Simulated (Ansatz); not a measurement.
# Formation energy and levels of the hydrogen interstitial H_i (antibonding, by Br) in CsLiBr2 (P4/nmm)

Wanted: the transition levels of a hydrogen interstitial in CsLiBr2 (P4/nmm), from a cell of 64 host atoms with 1 H put in.

Calculated with Ansatz 0.2.0; place-levels on PBEsol runs: charge-transition levels and formation energies with image-charge correction and potential alignment at the atomic sites.

## 1. The structure

The cell holds 65 atoms: 16 Cs, 16 Li, 32 Br and 1 H. Cell: a = 14.446 Å, b = 14.446 Å, c = 9.811 Å, α = 90.0°, β = 90.0°, γ = 90.0°. It derives from CsLiBr2 (space group P4/nmm). Nearest the centre at fractional (0.375, 0.375, 0.505): H65 at 0.00 Å, Br10 at 1.56 Å, Cs2 at 2.01 Å, Br28 at 3.97 Å, Br43 at 3.97 Å, Br12 at 3.97 Å, Br11 at 3.97 Å, Li8 at 4.04 Å.

Known beforehand: the electronic dielectric constant, (3.04, 3.04, 2.93), and the static one, (8.22, 8.22, 6.42), from a response run on this crystal (DFPT, PBEsol) at that run's own cell.

The cell's shortest repeat is 9.8 Å.

## 2. What was run first

Levels follow from differences of total energies between charge states, each relaxed by itself.

Random displacements of about 0.05 Å break the site symmetry at the start, so that the relaxation can reach a distorted minimum if there is one. Forces are taken at one point at (¼, ¼, ¼). The cell holds 1 electron more than the neutral one, with a uniform background that keeps it neutral on the whole.

The sampling was tested on the host first: at the k-points planned (1x1x1 shifted 0.25 0.25 0.25) its energy lies 0.000 eV an atom from the dense-mesh value, under the bound of 0.02 eV set for this test; that bounds the host's error, not the defect's.

One state's input; the others differ in charge, spin, start and seed, and in occupations where the table says so.

qm1.relax/input.yaml

```yaml
crystal:
  lattice:
    - [10.21487075, 10.21487075, 0.0]
    - [-10.21487075, 10.21487075, 0.0]
    - [0.0, 0.0, 9.81108215]
  atoms:
    - { symbol: Cs, position: [0.125, 0.125, 0.29951371] }
    - { symbol: Cs, position: [0.375, 0.375, 0.29951371] }
    - { symbol: Cs, position: [0.125, 0.375, 0.70048629] }
    - { symbol: Cs, position: [0.375, 0.125, 0.70048629] }
    - { symbol: Li, position: [0.125, 0.375, 0.08388538] }
    - { symbol: Li, position: [0.375, 0.125, 0.08388538] }
[... 1 atom line left out ...]
    - { symbol: Li, position: [0.375, 0.375, 0.91611462] }
    - { symbol: Br, position: [0.125, 0.125, 0.66383431] }
    - { symbol: Br, position: [0.375, 0.375, 0.66383431] }
    - { symbol: Br, position: [0.125, 0.375, 0.33616569] }
    - { symbol: Br, position: [0.375, 0.125, 0.33616569] }
[... 7 atom lines left out ...]
    - { symbol: Cs, position: [0.375, 0.625, 0.70048629] }
[... 1 atom line left out ...]
    - { symbol: Li, position: [0.375, 0.625, 0.08388538] }
[... 2 atom lines left out ...]
    - { symbol: Br, position: [0.125, 0.625, 0.66383431] }
[... 2 atom lines left out ...]
    - { symbol: Br, position: [0.375, 0.625, 0.33616569] }
[... 6 atom lines left out ...]
    - { symbol: Cs, position: [0.625, 0.375, 0.70048629] }
[... 1 atom line left out ...]
    - { symbol: Li, position: [0.625, 0.375, 0.08388538] }
[... 3 atom lines left out ...]
    - { symbol: Br, position: [0.625, 0.125, 0.66383431] }
[... 1 atom line left out ...]
    - { symbol: Br, position: [0.625, 0.375, 0.33616569] }
[... 13 atom lines left out ...]
    - { symbol: Br, position: [0.625, 0.625, 0.66383431] }
[... 7 atom lines left out ...]
    - { symbol: H, position: [0.375, 0.375, 0.504794] }
  host:
    repeats: [2, 2, 1]
    atoms:
      - { symbol: Cs, position: [0.25, 0.25, 0.29951371] }
      - { symbol: Cs, position: [0.75, 0.75, 0.29951371] }
      # ... 14 more atoms of the perfect host
total_charge: -1
basis:
  ecutwfc: 420
  xc_grid: 2
hamiltonian:
  xc: pbesol
kpoints:
  mp_grid: { grid: [1, 1, 1], shift: [0.25, 0.25, 0.25] }
scf:
  occupations: { method: fixed }
  max_iter: 60
output:
  forces: true
  charged_corrections:
    epsilon: [3.04, 3.04, 2.93]
    static_epsilon: [8.22, 8.22, 6.42]
    defect_position: [0.375, 0.375, 0.504794]
relax:
  f_tol: 0.02
  max_steps: 80
  random_displacement: { amplitude: 0.05, seed: 3811 }
checkpoint:
  write: "../qm1.relax.run"
  compress: false
  write_wavefunctions: true
  write_every: 100000
```

On the command line:

```console
> ansatz run input.yaml --threads 4 --pin off --max-ram 14131MiB --backend cpu --events-out ev --progress --plain --runs-dir out
```

Defect states can disperse in a cell of this size, so the energy is taken again at a 2×2×2 shifted mesh, on the relaxed structure.

The run of this state that the levels use, under PBEsol:

qm1.point/input.yaml

```yaml
crystal:
  checkpoint: "../qm1.relax.run"
  host: checkpoint
total_charge: -1
basis:
  ecutwfc: 420
  xc_grid: 2
hamiltonian:
  xc: pbesol
kpoints:
  mp_grid: { grid: [2, 2, 2], shift: [0.5, 0.5, 0.5] }
scf:
  occupations: { method: fermi_dirac, width: 0.01 }
  max_iter: 60
output:
  forces: true
  eigenvalues: true
  charged_corrections:
    epsilon: [3.04, 3.04, 2.93]
    static_epsilon: [8.22, 8.22, 6.42]
    defect_position: [0.375, 0.375, 0.504794]
  eigenstates: { localisation: true }
  populations: true
  band_densities: [{ bands: [v1, v1] }, { bands: [c1, c1] }]
  write_density: true
  write_potential: true
  volumetric_format: npy
  elf: true
checkpoint:
  read: "../qm1.relax.run"
  write: "../qm1.point.run"
  compress: false
  write_wavefunctions: false
  write_every: 100000
```

Relaxations under PBEsol at one point at (¼, ¼, ¼); times on 4 threads of Arm Neoverse V1, shared host:

```
charge  moment (μB)  occupations    outcome  steps  largest displacement against the far atoms (Å)     time
    −1            0        fixed  converged     19                                            2.54  6.5 min
     0            1        fixed  converged     18                                            1.98   14 min
    +1            0        fixed  converged     19                                            1.83  6.6 min
```

Single points under PBEsol at a 2×2×2 shifted mesh; times on 4 threads of Arm Neoverse V1, shared host:

```
charge  moment (μB)  occupations    outcome     time
    −1            0  fermi-dirac  converged  3.3 min
     0            1  fermi-dirac  converged    7 min
    +1            0  fermi-dirac  converged  3.3 min
```

Distances (Å) from H65 to the nearest atoms after relaxation with PBEsol:

```
charge  moment (μB)       1.       2.       3.       4.       5.       6.
    −1            0  Cs 2.81  Cs 2.81  Cs 2.81  Cs 2.81  Br 3.37  Br 3.37
     0            1  Br 2.31  Cs 3.04  Cs 3.05  Cs 3.08  Br 3.35  Br 3.36
    +1            0  Br 1.72  Br 1.74  Cs 3.12  Cs 3.12  Br 4.32  Br 4.33
```

## 3. place-levels, PBEsol

A charged cell interacts with its images and the background, and its potential has another zero than the host's. place-levels removes the first by a point-charge model, screened by the static dielectric constant since the ions have relaxed around the charge, and the second by comparing potentials at atoms far from the defect.

The host is a run of the defect-free crystal in the same cutoffs, grids and k-points, so that basis and sampling errors cancel in part in the differences. Its band edges come from a run of the primitive cell that searches the zone for them. The host is run in a cell of 16 atoms on a matching mesh. Chemical potentials are energies per atom of H (H2 molecule), run with the same functional and cutoff.

levels.point.yaml

```yaml
host:
  run: host.point.run
  levels_from: { run: edges.point.run }
states: [qm1.point.run, q0_M1.point.run, qp1.point.run]
geometry_from:
  qm1.point.run: qm1.relax.run
  q0_M1.point.run: q0_M1.relax.run
  qp1.point.run: qp1.relax.run
  host.point.run: host.relax.run
chemical_potentials:
  H:
    energy: -15.609288
    dataset: "<sha256 of the dataset>"
epsilon: [3.04, 3.04, 2.93]
static_epsilon: [8.22, 8.22, 6.42]
vertical:
  - { from: qm1.point.run, to: qm1.point_neutral.run }
  - { from: qp1.point.run, to: qp1.point_neutral.run }
```

On the command line:

```console
> ansatz place-levels levels.point.yaml -- --threads 4 --pin off --max-ram 14131MiB
```

Numbers of over 12 decimals in the logs are rounded to 6 here.

What it wrote:

```text
[... repeated set-up lines and file paths are left out, and long positions are rounded to six places ...]
(+1/0) 2.441 eV above the valence edge, 1.778 eV under the conduction edge; not on the lower envelope
(0/-1) 2.207 eV above the valence edge, 2.012 eV under the conduction edge; not on the lower envelope
(+1/-1) 2.324 eV above the valence edge, 1.895 eV under the conduction edge: charges between them are lowest nowhere
formation energy of charge +1: -0.265 eV with the Fermi level at the valence edge
formation energy of charge 0: +2.176 eV with the Fermi level at the valence edge
formation energy of charge -1: +4.382 eV with the Fermi level at the valence edge
vertical -1 to 0: no energy, since no alignment is typed
  the change from vertical[0].from (qm1.point.run) to vertical[0].to (qm1.point_neutral.run): by its potential at epsilon [3.04, 3.04, 2.93] it stands at 0.498 0.497 0.500, with an rms radius of about 1.4 Å (0.7 0.7 1.0 Å across the planes of the cell's [...]
vertical +1 to 0: no energy, since no alignment is typed
  the change from vertical[1].from (qp1.point.run) to vertical[1].to (qp1.point_neutral.run): by its spins about the atoms it stands at 0.375 0.498 0.501, with an rms radius of about 3.6 Å (1.6 2.2 2.3 Å across the planes of the cell's vectors); [...]
  edges by pbesol of host.levels_from (edges.point.run), its mesh sampled to repeats of 29.43 Å (the valence edge +0.155 eV and the conduction edge -0.486 eV from those of the host's own run), gap 4.218 eV; the host is sampled to repeats of 34.93 Å
  the defect's cells are sampled to repeats of 34.93 Å, like sampling
  charge +1: -180313.5884 eV with its correction of +0.204 eV, at epsilon [8.22, 8.22, 6.42], aligned at sites: -0.0037 eV, mean over 53 atomic sites at or beyond 4.91 Å from the defect at [0.3750, 0.3750, 0.5048], with -0.005459 for the charge's moments and [...]
  charge 0: +0.000 eV for its dipole among its images, +0.000 omitted
  charge -1: -180304.3771 eV with its correction of +0.196 eV, at epsilon [8.22, 8.22, 6.42], aligned at sites: +0.0113 eV, mean over 53 atomic sites at or beyond 4.91 Å from the defect at [0.3750, 0.3750, 0.5048], with -0.004761 for the charge's moments and [...]
  of states[2] (qp1.point.run): it parts from the run at its places by a charge that spreads by about 2.3 Å along one vector (1.7 Å or more is wide), by the spins about the atoms, where the cell does not tell a trapped carrier from a band state. [...]
  of states[1] (q0_M1.point.run): stability_check_not_made
  of vertical[1].from (qp1.point.run): it parts from the run at its places by a charge that spreads by about 2.3 Å along one vector (1.7 Å or more is wide), by the spins about the atoms, where the cell does not tell a trapped carrier from a band state. [...]
```

It took 0.36 s on 4 threads of Arm Neoverse V1, shared host.

Levels between the charges placed, in eV above the valence top:

```
        gap (eV)  (+1/0)  (0/−1)
PBEsol      4.22    2.44    2.21
```

Corrections by state:

```
charge  moment (μB)  image terms and alignment (eV)  band filling (eV)                               ε used  over the lowest of its charge, as the program ranks them, band filling apart (eV)
    +1          0.0                           0.204                  -  principal values (6.42, 8.22, 8.22)                                                                              0.000
     0          1.0                           0.000                  -                                    -                                                                              0.000
    −1          0.0                           0.196                  -  principal values (6.42, 8.22, 8.22)                                                                              0.000
```

The charged structures listed were also run neutral, and place-levels reads from each pair, by the potential or the spins, how wide the charge is by which they differ; that can be the carrier of either run.

```
charge  rms radius (Å)  spread where it is widest against the cell (Å)  wide from (Å)  reading
    +1             3.6                                            2.35           1.70     wide
    −1             1.4                                            0.99           1.70   narrow
```

The neutral runs of these pairs need not share the spin of the lowest neutral state, and very wide values only mean spread over the cell.

From the program's caveats on the states, each cut to its opening words:

- charge +1: it parts from the run at its places by a charge that spreads by about 2.3 Å along one vector (1.7 Å or more is wide), by the spins about the atoms, where the [...]
- charge 0 (1 μB): flagged: stability check not made

Chemical potentials of the elements' reference phases, run alike. Formation energies (elemental references), with the Fermi level at the valence top and at the conduction bottom (gap 4.22 eV):

```
charge  at valence top (eV)  at conduction bottom (eV)  correction included (eV)
    +1                -0.26                       3.95                      0.20
     0                 2.18                       2.18                      0.00
    −1                 4.38                       0.16                      0.20
```

| Fermi level (eV) | lowest formation energy (eV) |
| --- | --- |
| 0.00 | -0.26 |
| 0.38 | 0.12 |
| 0.77 | 0.50 |
| 1.15 | 0.88 |
| 1.53 | 1.27 |
| 1.92 | 1.65 |
| 2.30 | 2.04 |
| 2.69 | 1.70 |
| 3.07 | 1.31 |
| 3.45 | 0.93 |
| 3.84 | 0.55 |
| 4.22 | 0.16 |

## 4. Effect of the sampling

The relaxations' own energies give the levels at their sampling, for comparison.

levels.relax_mesh.yaml

```yaml
host:
  run: host.relax.run
  levels_from: { run: edges.relax.run }
states: [qm1.relax.run, q0_M1.relax.run, qp1.relax.run]
chemical_potentials:
  H:
    energy: -15.609288
    dataset: "<sha256 of the dataset>"
```

On the command line:

```console
> ansatz place-levels levels.relax_mesh.yaml -- --threads 4 --pin off --max-ram 14131MiB
```

What it wrote:

```text
[...]
formation energy of charge +1: -0.264 eV with the Fermi level at the valence edge
formation energy of charge 0: +2.176 eV with the Fermi level at the valence edge
formation energy of charge -1: +4.382 eV with the Fermi level at the valence edge
  edges by pbesol of host.levels_from (edges.relax.run), its mesh sampled to repeats of 29.43 Å (the valence edge +0.155 eV and the conduction edge -0.487 eV from those of the host's own run), gap 4.218 eV; the host is sampled to repeats of 17.46 Å
[... the lines on each state left out ...]
```

The job ended after 0.14 s (4 threads).

Levels between neighbouring charges, in eV above the valence top:

```
                        gap (eV)  (+1/0)  (0/−1)
one point at (¼, ¼, ¼)      4.22    2.44    2.21
  a 2×2×2 shifted mesh      4.22    2.44    2.21
```

Going from one point at (¼, ¼, ¼) to a 2×2×2 shifted mesh moves the levels that carry no band-filling term by up to 0.00 eV and formation energies against the elements by up to 0.00 eV.

## 5. A changed set-up

A choice is tested by changing it alone.

levels.try0.yaml is levels.point.yaml with these lines changed:

```diff
-epsilon: [3.04, 3.04, 2.93]
-static_epsilon: [8.22, 8.22, 6.42]
+epsilon: 500.0
+static_epsilon: 500.0
```

On the command line:

```console
> ansatz place-levels levels.try0.yaml -- --threads 4 --pin off --max-ram 14131MiB
```

What it wrote:

```text
[...]
formation energy of charge +1: -0.412 eV with the Fermi level at the valence edge
formation energy of charge 0: +2.176 eV with the Fermi level at the valence edge
formation energy of charge -1: +4.246 eV with the Fermi level at the valence edge
vertical -1 to 0: no energy, since no alignment is typed
vertical +1 to 0: no energy, since no alignment is typed
[...]
[... the lines on each state left out ...]
```

The change: a very large dielectric constant, which removes the point-charge term and changes the alignment.

Levels in eV above the valence top; the changed ones are not the defect's:

```
           gap (eV)  (+1/0)  (0/−1)
  changed      4.22    2.59    2.07
as set up      4.22    2.44    2.21
```

The largest shift is 0.15 eV.

## 6. Outcome

```
gap of the host                                                             : 4.22 eV (PBEsol)
level (plus 1/0)                                                            : 2.44 eV above the valence top, not a change between lowest states
level (0/minus 1)                                                           : 2.21 eV above the valence top, not a change between lowest states
level (plus 1/minus 1)                                                      : 2.32 eV above the valence top
lowest of the charges placed, just above the valence top (0.02 eV)          : +1
lowest of the charges placed, just below the conduction bottom (0.02 eV)    : −1
lowest formation energy at mid-gap of the charges run, elemental references : 1.84 eV
```

**Reading.** Of the charges placed (−1, 0 and +1), the lowest changes at 2.32 eV (+1/−1) above the valence top, in a gap of 4.22 eV. (+1/−1) passes over charge 0, which lies 0.12 eV above the two there; a lower structure or spin state of it, if missed, would change that. Charges above +1 and below −1 were not placed, so these runs say nothing of levels that involve them. States placed: +1 at 0 μB; 0 at 1 μB; −1 at 0 μB. Other spin states or structures, where not listed, weren't placed. At charge −1, 0 and +1 the atom put in ends up to 2.5 Å from its starting place, so the name tells the start alone and the levels can join different sites. H is taken at its element; compounds, which aren't counted here, bound the chemical potentials and would shift these formation energies. Going from one point at (¼, ¼, ¼) to a 2×2×2 shifted mesh moves the levels that carry no band-filling term by up to 0.00 eV and formation energies against the elements by up to 0.00 eV. What this leaves open: PBEsol makes the gap too small and tends to spread out bound carriers; spin–orbit coupling, which can matter with heavy atoms, is left out.

[Logs are printed without paths, hosts, clocks, repeated set-up lines and the standing remarks that a program may print on its own settings, such as how far it seeks lower states.]

[Hosts, paths, dates, database ids (printed as entryN), source tags and the programs' standing remarks are cut or masked in the printed files.]

[Where a table of states has a column of steps, it counts the stored structures, which are thinned; the runs took as many ionic steps or more.]

[A defect's name tells the site on which it was built; relaxed atoms can leave that site.]

[For some hosts the program warned that the k-mesh of the response run may be too coarse for force constants and the static dielectric constant; such warnings are not shown here.]
